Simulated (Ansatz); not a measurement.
# Gap against strain: armchair SiC nanoribbon (N = 4, H edges)

Set-up. Ansatz 0.2.0, plane waves with PAW datasets, PBE, Fermi-Dirac smearing of 0.05 eV, no spin-orbit coupling. The period is scaled from its relaxed value of 5.414 Å and the atoms relax, within the symmetry of the start, at each strain ε (in %); gaps, in eV, are read on a band path.

```tsv
period (Å)	energy (eV a cell)	place of the conduction minimum (Γ = 0, Z = 1)	ε	gap
5.197	+0.198	0.47	−4	2.581
5.305	+0.049	0.37	−2	2.538
5.414	0.000	0.21	0	2.477
5.630	+0.180	0.00	4	2.205
5.739	+0.400	0.00	6	2.077
```

One run is withheld: period (Å) = 5.522, with ε = 2. Fit a straight line gap = a + b × ε to the 5 rows shown and predict it.

**Fit.** The means are 0.8 for ε and 2.376 for gap. The sum of products of deviations is −3.615 and the sum of squares in ε is 68.8, so b = −3.615 / 68.8 = −0.05255 and a = 2.376 − (−0.05255) × 0.8 = 2.418. The residuals' standard deviation, with 3 degrees of freedom, is σ = 0.047.

**Prediction.** gap = 2.418 + (−0.05255) × 2 = 2.313. The run gave 2.342, so the prediction less the run is −0.029. The standard error of a prediction there, σ√(1 + 1/5 + (2 − 0.8)²/68.8), is 0.052, and the miss is 0.56 times that, for a point between the fitted rows. With so few rows σ is itself uncertain.

The gap narrows at every step from compression to tension. The conduction minimum changes its place within the series, which a single slope can't follow.

**Limits.** Kohn-Sham gaps of a wire among periodic images, which in a check on one flat ribbon (7 Å apart) lowered the gap by 0.2 eV and flattened the slope; the slope b × 100 is a mean deformation potential of the gap, in eV per unit strain. Between neighbouring runs it lies between −6.8 and −2.2 eV, so a bend, a kink or scatter between runs makes one line a rough account. The unstrained row comes from a denser mesh than the others, which shifts its energy a little. Series of this kind are told only where this holds: a gap at every strain (compound wires with polar facets were set aside first). 88 of 101 did.

[Logs are printed without paths, hosts, clocks, repeated set-up lines and the standing remarks that a program may print on its own settings, such as how far it seeks lower states.]
